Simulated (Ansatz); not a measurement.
## ZrSi2 (Cmcm): the Drude term of Re ε in the infrared

Re ε of ZrSi2 (Cmcm) along x at low photon energies is read from one computed spectrum; the carriers' damping was typed as γ = 0.1 eV. x, y and z are the Cartesian axes of the input cell.

Cell: a, b, c = 7.597, 7.597, 3.672 Å (primitive vectors), 6 atoms.

Method: Ansatz 0.2.0, PBE, independent particles, k-mesh 6×6×6 with interpolation inside its cells, Gaussian parameter 0.1 eV.

Launch of the response step: `ansatz run input.yaml --threads 4 --pin off --max-ram 8192MiB --backend cpu --events-out ev --progress --plain --runs-dir out`. The run took 3.4 min, on 4 threads of Arm Neoverse V1, with other jobs on the host.

| photon energy E (eV) | wavelength (µm) | Re ε |
| --- | --- | --- |
| 0.25 | 4.96 | -127.7 |
| 0.30 | 4.13 | -77.7 |
| 0.35 | 3.54 | -47.7 |
| 0.40 | 3.10 | -29.4 |
| 0.50 | 2.48 | -10.8 |
| 0.60 | 2.07 | -3.4 |
| 0.70 | 1.77 | ? |

A Drude term over a constant background gives Re ε = ε_b − ωp²/(E² + γ²), linear in 1/(E² + γ²).

Working, on the rows shown:

| x = 1/(E² + γ²) (eV⁻²) | y = Re ε |
| --- | --- |
| 13.7931 | -127.7 |
| 10 | -77.7 |
| 7.54717 | -47.7 |
| 5.88235 | -29.4 |
| 3.84615 | -10.8 |
| 2.7027 | -3.4 |

Means: x̄ = 7.2952, ȳ = -49.45. Σ(x − x̄)(y − ȳ) = -957.5, Σ(x − x̄)² = 84.59. Slope = -957.5 / 84.59 = -11.32; intercept = ȳ − slope · x̄ = 33.136. The line misses the rows shown by at most 5.9.

Q: Fill in the last column of the withheld row.

A: At x = 2 the line gives y = 10.495. The run gave -3.7, so the extrapolation is off by 14, 11 % of the range in the table. Beyond its data the fit drifts from the curve.

Refitted with all rows, the slope is -10.73 and the intercept 27.23. These give ωp = √(−slope) = 3.28 eV, against 3.87 eV from the program's Fermi-surface sum, and an intercept of 27.2. Taking the program's Drude term off the rows leaves 79 at the lowest energy and 26 at the highest, so the background isn't constant: interband transitions lie in or near the window, and neither fitted number can be trusted. The cell comes from an older database entry, whose edges can be off by a per cent or so. The values come from a sum over the points of one k-mesh and carry its error, which is largest for Fermi-surface quantities. Spin-orbit coupling is left out.
